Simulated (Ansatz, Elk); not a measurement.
**Bonding as seen by X-rays: BaSn2MoPt**

The structure of BaSn2MoPt used here is made up (a known structure type with other elements) and was relaxed beforehand with PBE. The aim is the Fourier transform of its all-electron density, F(hkl), set beside the sum over free spherical atoms that refinements use.

Calculated with Elk 11.2.3 (patched build); DFT, PBE, all-electron APW+lo, Dirac cores, scalar-relativistic bands, static density, no spin.

The structure was built from a prototype and need not be the compound's stable phase.

**1. Starting point**

Symmetry: I4mm, No. 107, tetragonal system. The conventional cell has a = 4.825 Å, b = 4.825 Å, c = 10.896 Å, α = 90.00°, β = 90.00°, γ = 90.00°. Nearest to Pt lie 1 Mo at 2.51 Å and 4 Sn at 2.89 Å and 4 Ba at 3.59 Å. Nearest to Ba lie 4 Pt at 3.59 Å and 8 Sn at 3.63 to 3.65 Å and 4 Mo at 3.68 Å. Sn has 2 Mo at 2.77 Å and 2 Pt at 2.89 Å and 4 Sn at 3.41 Å and 4 Ba at 3.63 to 3.65 Å nearest. Nearest to Mo lie 1 Pt at 2.51 Å and 4 Sn at 2.77 Å and 4 Ba at 3.68 Å. Farther neighbours are not listed.

Structure file:

```cif
data_structure
_symmetry_space_group_name_H-M 'I4mm'
_symmetry_Int_Tables_number 107
_cell_length_a 4.8249
_cell_length_b 4.8249
_cell_length_c 10.8958
_cell_angle_alpha 90.000
_cell_angle_beta 90.000
_cell_angle_gamma 90.000
_cell_volume 253.65
loop_
_atom_site_label
_atom_site_type_symbol
_atom_site_symmetry_multiplicity
_atom_site_Wyckoff_symbol
_atom_site_fract_x
_atom_site_fract_y
_atom_site_fract_z
_atom_site_occupancy
Pt1 Pt 2 a 0.00000 0.00000 0.37640 1
Ba1 Ba 2 a 0.50000 0.50000 0.47976 1
Sn1 Sn 4 b 0.50000 0.00000 0.23094 1
Mo1 Mo 2 a 0.50000 0.50000 0.10645 1
```

**2. Ground state and structure factors**

An all-electron density is needed, since X-rays see the cores too. Task 0 finds the density and task 195 Fourier-transforms it; tshift is off so that phases refer to the origin typed.

Input file elk.in:

```
tasks
  0
  195

xctype
  20

spinpol
  .false.

rgkmax
  7.0

gmaxvr
  14.0

lmaxo
  7

lmaxapw
  8

swidth
  0.002

tshift
  .false.

ramdisk
  .false.

hmaxvr
  5.5

maxscl
  120

epspot
  1e-06

sppath
  './'

avec
  -4.55883237011 4.55883237011 10.29500861950
  4.55883237011 -4.55883237011 10.29500861950
  4.55883237011 4.55883237011 -10.29500861950

atoms
  4
  'Pt.in'
  1
  0.3763953312 0.3763953312 -0.0000000000   0.000000 0.000000 0.000000
  'Ba.in'
  1
  -0.0202356404 -0.0202356404 -0.0000000000   0.000000 0.000000 0.000000
  'Sn.in'
  2
  0.2309428298 0.7309428298 0.5000000000   0.000000 0.000000 0.000000
  0.7309428298 0.2309428298 0.5000000000   0.000000 0.000000 0.000000
  'Mo.in'
  1
  0.6064546497 0.6064546497 -0.0000000000   0.000000 0.000000 0.000000

ngridk
  7 7 7
```

The run is started by

```bash
$ OMP_NUM_THREADS=4 elk
```

Numbers of over 12 decimals in the logs are rounded to 6 here.

Output:

```text
┌─────────────────────────┐
│ Elk code version 11.2.3 │
└─────────────────────────┘

All units are atomic (Hartree, Bohr, etc.)

┌─────────────────────────────────────────────────┐
│ Ground-state run starting from atomic densities │
└─────────────────────────────────────────────────┘

Lattice vectors :
  -4.558832370       4.558832370       10.29500862
   4.558832370      -4.558832370       10.29500862
   4.558832370       4.558832370      -10.29500862

Reciprocal lattice vectors :
  0.1237618504E-16  0.6891222134      0.3051568745
  0.6891222134      0.1237618504E-16  0.3051568745
  0.6891222134      0.6891222134      0.1156872733E-16

Unit cell volume      :    855.8427037
Brillouin zone volume :   0.2898315454

Muffin-tin inner radius fraction :   0.1000000000E-01

Nuclei treated as point charges

Species : 1 (Pt)
 parameters loaded from : Pt.in
 name : platinum
 nuclear charge    :   -78.00000000
 electronic charge :    78.00000000
 atomic mass :    355605.4401
 muffin-tin radius :    2.430257581
 number of radial points in muffin-tin :   1393
 inner part over the whole radius :   0.9997593900E-02
 number on inner part of muffin-tin    :    997
 approximate nuclear radius :   0.1029052813E-03
 number of mesh points to nuclear radius :    527
 atomic positions (lattice), magnetic fields (Cartesian) :
  1 :   0.37639533  0.37639533  0.00000000    0.00000000  0.00000000  0.00000000

Species : 2 (Ba)
 parameters loaded from : Ba.in
 name : barium
 nuclear charge    :   -56.00000000
 electronic charge :    56.00000000
 atomic mass :    250331.8071
 muffin-tin radius :    2.800000000
 number of radial points in muffin-tin :   1393
 inner part over the whole radius :   0.9950032293E-02
 number on inner part of muffin-tin    :    996
 approximate nuclear radius :   0.9171481901E-04
 number of mesh points to nuclear radius :    504
 atomic positions (lattice), magnetic fields (Cartesian) :
  1 :   0.97976436  0.97976436  0.00000000    0.00000000  0.00000000  0.00000000

Species : 3 (Sn)
 parameters loaded from : Sn.in
 name : tin
 nuclear charge    :   -50.00000000
 electronic charge :    50.00000000
 atomic mass :    216395.0922
 muffin-tin radius :    2.600000000
 number of radial points in muffin-tin :   1193
 inner part over the whole radius :   0.9914297220E-02
 number on inner part of muffin-tin    :    850
 approximate nuclear radius :   0.8828114845E-04
 number of mesh points to nuclear radius :    428
 atomic positions (lattice), magnetic fields (Cartesian) :
  1 :   0.23094283  0.73094283  0.50000000    0.00000000  0.00000000  0.00000000
  2 :   0.73094283  0.23094283  0.50000000    0.00000000  0.00000000  0.00000000

Species : 4 (Mo)
 parameters loaded from : Mo.in
 name : molybdenum
 nuclear charge    :   -42.00000000
 electronic charge :    42.00000000
 atomic mass :    174887.9214
 muffin-tin radius :    2.256667753
 number of radial points in muffin-tin :   1193
 inner part over the whole radius :   0.9909745015E-02
 number on inner part of muffin-tin    :    845
 approximate nuclear radius :   0.8334154960E-04
 number of mesh points to nuclear radius :    423
 atomic positions (lattice), magnetic fields (Cartesian) :
  1 :   0.60645465  0.60645465  0.00000000    0.00000000  0.00000000  0.00000000

Total number of atoms per unit cell :    5
Total muffin-tin volume :    347.4587331
 ratio of muffin-tin to unit cell volume :   0.4059843375

Spin treatment :
 spin-unpolarised

Number of Bravais lattice symmetries :   16
Number of crystal symmetries         :    8
Crystal has no inversion symmetry
Complex Hermitian eigensolver will be used

k-point grid :      7     7     7
k-point offset :    0.000000000       0.000000000       0.000000000
k-point set is reduced with full crystal symmetry group
Total number of k-points :       70

Muffin-tin radius times maximum |G+k| :    7.000000000
 using average radius
Maximum |G+k| for APW functions       :    2.758745644
Maximum (1/2)|G+k|²                   :    3.805338764
[...]
total energy                :     -42995.699021634

Density of states at Fermi energy :    140.4270163
 (states/Hartree/unit cell)

Estimated indirect band gap :   0.2807614034E-03
 from k-point 54 to k-point 51
Estimated direct band gap   :   0.1297254774E-02
 at k-point 51

Charges :
 core                        :    172.0000000
 valence                     :    104.0000000
 interstitial                :    11.11686201
 muffin-tins (core leakage)
  species : 1 (Pt)
   atom 1                    :    75.51546248     (  0.1165209220E-02)
  species : 2 (Ba)
[...]
species : 3 (Sn)
[...]
species : 4 (Mo)
[...]
total in muffin-tins        :    264.8831380
 total calculated charge     :    275.9983859
 total charge                :    276.0000000
 error                       :   0.1614104772E-02

RMS change in Kohn-Sham potential (target) :   0.2282906279     (  0.1000000000E-05)
Absolute change in total energy (target)   :   0.7849002366     (  0.1000000000E-03)

[... loops 3 to 18 left out ...]

┌──────────────────┐
│ Loop number : 19 │
└──────────────────┘

Energies :
 Fermi                       :     0.291300
 sum of occupied eigenvalues :     -26210.416618286
 electron kinetic            :      47006.533694131
 core electron kinetic       :      45348.072743517
 Coulomb                     :     -88989.999733670
 Coulomb potential           :     -71897.107955894
 nuclear-nuclear             :     -3956.2320938512
 electron-nuclear            :     -98251.119843151
 Hartree                     :      13217.352203333
 Madelung                    :     -53041.445755723
 xc potential                :     -1319.8423565229
 exchange                    :     -994.89257623528
 correlation                 :     -15.449263460946
 electron entropic           :    -0.21904819262469E-02
 total energy                :     -42993.810069717

Density of states at Fermi energy :    177.5861562
 (states/Hartree/unit cell)

Estimated indirect band gap :   0.2393745948E-03
 from k-point 30 to k-point 3
Estimated direct band gap   :   0.6425704700E-02
 at k-point 42

Charges :
 core                        :    172.0000000
 valence                     :    104.0000000
 interstitial                :    10.23050643
 muffin-tins (core leakage)
  species : 1 (Pt)
[...]
species : 2 (Ba)
[...]
species : 3 (Sn)
[...]
species : 4 (Mo)
[...]
total in muffin-tins        :    265.7694936
 total calculated charge     :    275.9984495
 total charge                :    276.0000000
 error                       :   0.1550489621E-02

RMS change in Kohn-Sham potential (target) :   0.8046258458E-07 (  0.1000000000E-05)
Absolute change in total energy (target)   :   0.7926880789E-04 (  0.1000000000E-03)

Convergence targets achieved

┌──────────────────┐
│ Loop number : 20 │
└──────────────────┘

Energies :
 Fermi                       :     0.291300
 sum of occupied eigenvalues :     -26210.416607601
 electron kinetic            :      47006.533701946
 core electron kinetic       :      45348.072750603
 Coulomb                     :     -88989.999735176
 Coulomb potential           :     -71897.107961487
 nuclear-nuclear             :     -3956.2320938512
 electron-nuclear            :     -98251.119840092
 Hartree                     :      13217.352198767
 Madelung                    :     -53041.445754433
 xc potential                :     -1319.8423480601
 exchange                    :     -994.89257617163
 correlation                 :     -15.449263458396
 electron entropic           :    -0.21904818924730E-02
 total energy                :     -42993.810063342

Density of states at Fermi energy :    177.5861540
 (states/Hartree/unit cell)

Estimated indirect band gap :   0.2393733181E-03
 from k-point 30 to k-point 6
Estimated direct band gap   :   0.6425705273E-02
 at k-point 42

Charges :
 core                        :    172.0000000
 valence                     :    104.0000000
 interstitial                :    10.23050652
 muffin-tins (core leakage)
  species : 1 (Pt)
[...]
species : 2 (Ba)
[...]
species : 3 (Sn)
   atom 1                    :    48.22489386     (  0.6647613848E-04)
   atom 2                    :    48.22489386     (  0.6647613848E-04)
  species : 4 (Mo)
   atom 1                    :    39.38852963     (  0.4492571279E-05)
 total in muffin-tins        :    265.7694935
 total calculated charge     :    275.9984495
 total charge                :    276.0000000
 error                       :   0.1550489623E-02

┌──────────────────────────────┐
│ Self-consistent loop stopped │
└──────────────────────────────┘

Warning : core states of species 1 leak from the muffin-tin :   0.1065467672E-02

Wrote STATE.OUT
```

Wall time 2.7 min (4 threads of Arm Neoverse V1, shared host); peak memory 0.3 GiB; 9.1 min of CPU time.

SFACRHO.OUT:

```text

h k l indices transformed by vhmat matrix:
   1.000000000       0.000000000       0.000000000    
   0.000000000       1.000000000       0.000000000    
   0.000000000       0.000000000       1.000000000    

      h      k      l  multipl.   |H|            Re(F)            Im(F)           |F|

      0      0      0      1   0.0000000       276.00000      0.17104265E-16   276.00000    
     -1     -1      1      1  0.61031375      -30.499720       27.328706       40.952303    
      1      1     -1      1  0.61031375      -30.499720      -27.328706       40.952303    
     -1      0      1      4  0.75366448      -31.944594      -21.251569       38.367776    
      0      1     -1      4  0.75366448      -31.944594       21.251569       38.367776    
      0      0      1      4  0.97456598       67.453169     -0.58079045E-14   67.453169    
     -1     -2      2      4   1.1458516       104.76068      -1.1788401       104.76731    
      1      2     -1      4   1.1458516       104.76068       1.1788401       104.76731    
      1      1      0      4   1.1498964       135.39540      -66.398183       150.79998    
     -1     -1      2      4   1.1498964       135.39540       66.398183       150.79998    
     -2     -2      2      1   1.2206275       15.222332       47.608576       49.982956    
      2      2     -2      1   1.2206275       15.222332      -47.608576       49.982956    
      1     -1     -1      4   1.3782444       221.63846     -0.40523966E-13   221.63846    
      2      0     -2      4   1.5073290      -25.155575      -25.580422       35.877025    
     -2      0      0      4   1.5073290      -25.155575       25.580422       35.877025    
      2      2     -3      4   1.5619572      -121.86923       26.452137       124.70696    
     -3     -1      2      4   1.5619572      -121.86923      -26.452137       124.70696    
     -1      0     -1      8   1.5708494      -27.471927      -19.663075       33.783773
```

Elk indexes on the primitive cell of elk.in and gives |H| = 4π sin θ/λ in inverse bohr. Below, one row stands for each form hkl of the conventional cell (m members, Friedel mates merged), F is for one primitive cell and the density is static (no thermal factor). Free-atom factors are Waasmaier and Kirfel's, and R is Σm||F|−|F'||/Σm|F|.

| hkl | m | sin θ/λ (Å⁻¹) | abs F, DFT | neutral atoms | diff. | abs of complex diff. |
| --- | --- | --- | --- | --- | --- | --- |
| 002 | 2 | 0.092 | 40.952 | 41.104 | -0.152 | 0.169 |
| 101 | 8 | 0.113 | 38.368 | 38.601 | -0.233 | 0.233 |
| 110 | 4 | 0.147 | 67.453 | 67.716 | -0.263 | 0.263 |
| 103 | 8 | 0.172 | 104.768 | 104.856 | -0.088 | 0.168 |
| 112 | 8 | 0.173 | 150.800 | 150.857 | -0.058 | 0.116 |
| 004 | 2 | 0.184 | 49.983 | 49.714 | +0.269 | 0.270 |
| 200 | 4 | 0.207 | 221.638 | 222.381 | -0.743 | 0.743 |
| 202 | 8 | 0.227 | 35.877 | 35.997 | -0.120 | 0.183 |
| 114 | 8 | 0.235 | 124.707 | 125.354 | -0.647 | 0.648 |
| 211 | 16 | 0.236 | 33.784 | 34.091 | -0.307 | 0.403 |
| 105 | 8 | 0.252 | 124.287 | 124.705 | -0.418 | 0.419 |
| 213 | 16 | 0.270 | 91.489 | 91.870 | -0.381 | 0.383 |
| 006 | 2 | 0.275 | 74.297 | 74.761 | -0.464 | 0.464 |
| 204 | 8 | 0.277 | 43.263 | 43.230 | +0.033 | 0.291 |
| 220 | 4 | 0.293 | 196.781 | 197.082 | -0.301 | 0.301 |
| 222 | 8 | 0.307 | 32.716 | 32.840 | -0.124 | 0.132 |
| 116 | 8 | 0.312 | 67.675 | 67.623 | +0.052 | 0.107 |
| 301 | 8 | 0.314 | 31.182 | 31.285 | -0.103 | 0.121 |
| 215 | 16 | 0.326 | 112.795 | 112.853 | -0.058 | 0.058 |
| 310 | 8 | 0.328 | 54.195 | 54.272 | -0.077 | 0.077 |
| 107 | 8 | 0.338 | 45.329 | 45.533 | -0.203 | 0.229 |
| 303 | 8 | 0.340 | 83.620 | 83.669 | -0.048 | 0.112 |

**3. The highest occupied states alone**

An energy window below the Fermi level keeps the highest occupied states, to see at which angles they scatter; shallow core shells can lie inside it and anion s states outside. No new self-consistency is needed.

Edit elk.in of step 2 so:

```diff
@@ -1,3 +1,2 @@
 tasks
-  0
   195
@@ -40,2 +39,5 @@
 
+wsfac
+  -0.149690 0.591300
+
 sppath
```

The run is started by

```bash
$ OMP_NUM_THREADS=4 elk
```

Output:

```text
┌─────────────────────────────────┐
│ Elk code version 11.2.3 started │
└─────────────────────────────────┘

Info(readinput): the functional depends on the density's gradient
 muffin-tin radial points multiplied by    2.00000
 (not where nrmtscf is given)

┌────────────────────┐
│ Current task : 195 │
└────────────────────┘
Info(checkmt): changed muffin-tin radius of species 1 (Pt) from   2.8000 to   2.4303
Info(checkmt): changed muffin-tin radius of species 4 (Mo) from   2.6000 to   2.2567

Info(sfacrho): density structure factors written to SFACRHO.OUT

 Energy window :  -0.1496900000      0.5913000000

┌──────────────────┐
│ Elk code stopped │
└──────────────────┘
```

It took 26 s on 4 threads; peak memory 0.18 GiB; 35 s of CPU time.

States within 12 eV below the Fermi level hold 26.00 electrons; any levels below the window count with the cores. Their amplitudes can exceed the total, where window and core parts have opposite phase:

| hkl | sin θ/λ (Å⁻¹) | abs F, window | abs F, all |
| --- | --- | --- | --- |
| 002 | 0.092 | 3.907 | 40.952 |
| 101 | 0.113 | 7.790 | 38.368 |
| 110 | 0.147 | 6.039 | 67.453 |
| 103 | 0.172 | 4.250 | 104.768 |
| 112 | 0.173 | 3.325 | 150.800 |
| 004 | 0.184 | 4.808 | 49.983 |
| 200 | 0.207 | 4.348 | 221.638 |
| 202 | 0.227 | 1.735 | 35.877 |
| 114 | 0.235 | 2.665 | 124.707 |
| 211 | 0.236 | 2.305 | 33.784 |

**4. Another functional**

The difference from free atoms is small, so it is set against the change that LDA (Perdew-Wang) makes.

Edit elk.in of step 3 so:

```diff
@@ -1,2 +1,3 @@
 tasks
+  0
   195
@@ -4,3 +5,3 @@
 xctype
-  20
+  3
 
@@ -39,5 +40,2 @@
 
-wsfac
-  -0.149690 0.591300
-
 sppath
```

The run is started by

```bash
$ OMP_NUM_THREADS=4 elk
```

Output:

```text
┌─────────────────────────┐
│ Elk code version 11.2.3 │
└─────────────────────────┘

All units are atomic (Hartree, Bohr, etc.)

┌─────────────────────────────────────────────────┐
│ Ground-state run starting from atomic densities │
└─────────────────────────────────────────────────┘

Lattice vectors :
  -4.558832370       4.558832370       10.29500862
   4.558832370      -4.558832370       10.29500862
   4.558832370       4.558832370      -10.29500862

Reciprocal lattice vectors :
  0.1237618504E-16  0.6891222134      0.3051568745
[...]
species : 2 (Ba)
[...]
species : 3 (Sn)
[...]
atom 2                    :    48.25585203     (  0.6293699597E-04)
  species : 4 (Mo)
   atom 1                    :    39.38027641     ( -0.2413668234E-06)
 total in muffin-tins        :    265.8167419
 total calculated charge     :    275.9984631
 total charge                :    276.0000000
 error                       :   0.1536881289E-02

┌──────────────────────────────┐
│ Self-consistent loop stopped │
└──────────────────────────────┘

Warning : core states of species 1 leak from the muffin-tin :   0.1058242403E-02

Wrote STATE.OUT
[key lines of the parts left out:]
total energy                :     -42962.495794100
```

Elapsed: 94 s, on 4 threads; peak memory 0.23 GiB; 5.4 min of CPU time.

Against the first run R = 0.02 %; the largest change is -0.046 at 008.

**5. A coarser k-mesh**

About half the k-points along each axis test the sampling.

Edit elk.in of step 4 so:

```diff
@@ -5,3 +5,3 @@
 xctype
-  3
+  20
 
@@ -65,2 +65,2 @@
 ngridk
-  7 7 7
+  4 4 4
```

The run is started by

```bash
$ OMP_NUM_THREADS=4 elk
```

Output:

```text
┌─────────────────────────┐
│ Elk code version 11.2.3 │
└─────────────────────────┘

All units are atomic (Hartree, Bohr, etc.)

┌─────────────────────────────────────────────────┐
│ Ground-state run starting from atomic densities │
└─────────────────────────────────────────────────┘

Lattice vectors :
  -4.558832370       4.558832370       10.29500862
   4.558832370      -4.558832370       10.29500862
   4.558832370       4.558832370      -10.29500862

Reciprocal lattice vectors :
  0.1237618504E-16  0.6891222134      0.3051568745
[...]
species : 2 (Ba)
[...]
species : 3 (Sn)
[...]
atom 2                    :    48.22377722     (  0.6647011957E-04)
  species : 4 (Mo)
   atom 1                    :    39.39156762     (  0.4493528657E-05)
 total in muffin-tins        :    265.7715057
 total calculated charge     :    275.9983927
 total charge                :    276.0000000
 error                       :   0.1607299740E-02

┌──────────────────────────────┐
│ Self-consistent loop stopped │
└──────────────────────────────┘

Warning : core states of species 1 leak from the muffin-tin :   0.1065866517E-02

Wrote STATE.OUT
[key lines of the parts left out:]
total energy                :     -42993.808366152
```

The job ended after 69 s (4 threads; peak memory 0.3 GiB).

Against the first run R = 0.00 %; the largest change is -0.013 at 004.

**6. Settings against the effect**

| run | R against the first run (%) | R against neutral atoms, low angle (%) | wall time |
| --- | --- | --- | --- |
| PBE, rgkmax 7 | 0.00 | 0.33 | 2.7 min |
| LDA (Perdew-Wang) | 0.02 | 0.34 | 94 s |
| k-mesh 4×4×4 | 0.00 | 0.33 | 69 s |

**7. Outcome**

```
R against neutral atoms, sin θ/λ < 0.3 Å⁻¹ : 0.33 %
R against neutral atoms, 0.3 to 0.73 Å⁻¹   : 0.13 %
```

In words: Independent neutral atoms miss the calculated amplitudes by R = 0.33 % below 0.3 Å⁻¹ and 0.13 % from there to 0.73 Å⁻¹; by shells, 0.49 % below 0.15 Å⁻¹ (3 forms), 0.32 % 0.15 to 0.3 (12 forms), 0.12 % 0.3 to 0.45 (29 forms), 0.13 % above 0.45 (105 forms). Bonding, aspherical density and the tables' own atoms all enter these figures, and the runs don't part them. The largest change of an amplitude is -0.74 electrons, at 200. R counts amplitudes alone; phases shift too. The window's part falls from 26.0 electrons at the origin to at most 0.44 between 0.45 and 0.73 Å⁻¹. Below 0.3 Å⁻¹ the changes that finished (LDA (Perdew-Wang) and k-mesh 4×4×4) move F by R = 0.01 % at most, against the 0.33 % that separates it from free atoms. The basis has no finished test. These runs have no spin, though d or f shells may be open. Spin-orbit coupling is left out, which can matter for elements this heavy. Part of the difference isn't bonding: the tables are fits to free atoms and ions calculated by other methods than this functional. Thermal motion, anomalous dispersion and extinction are left out.

[Logs are printed without paths, hosts, clocks, repeated set-up lines and the standing remarks that a program may print on its own settings, such as how far it seeks lower states.]

[Hosts, paths, dates, database ids (printed as entryN), source tags and the programs' standing remarks are cut or masked in the printed files.]
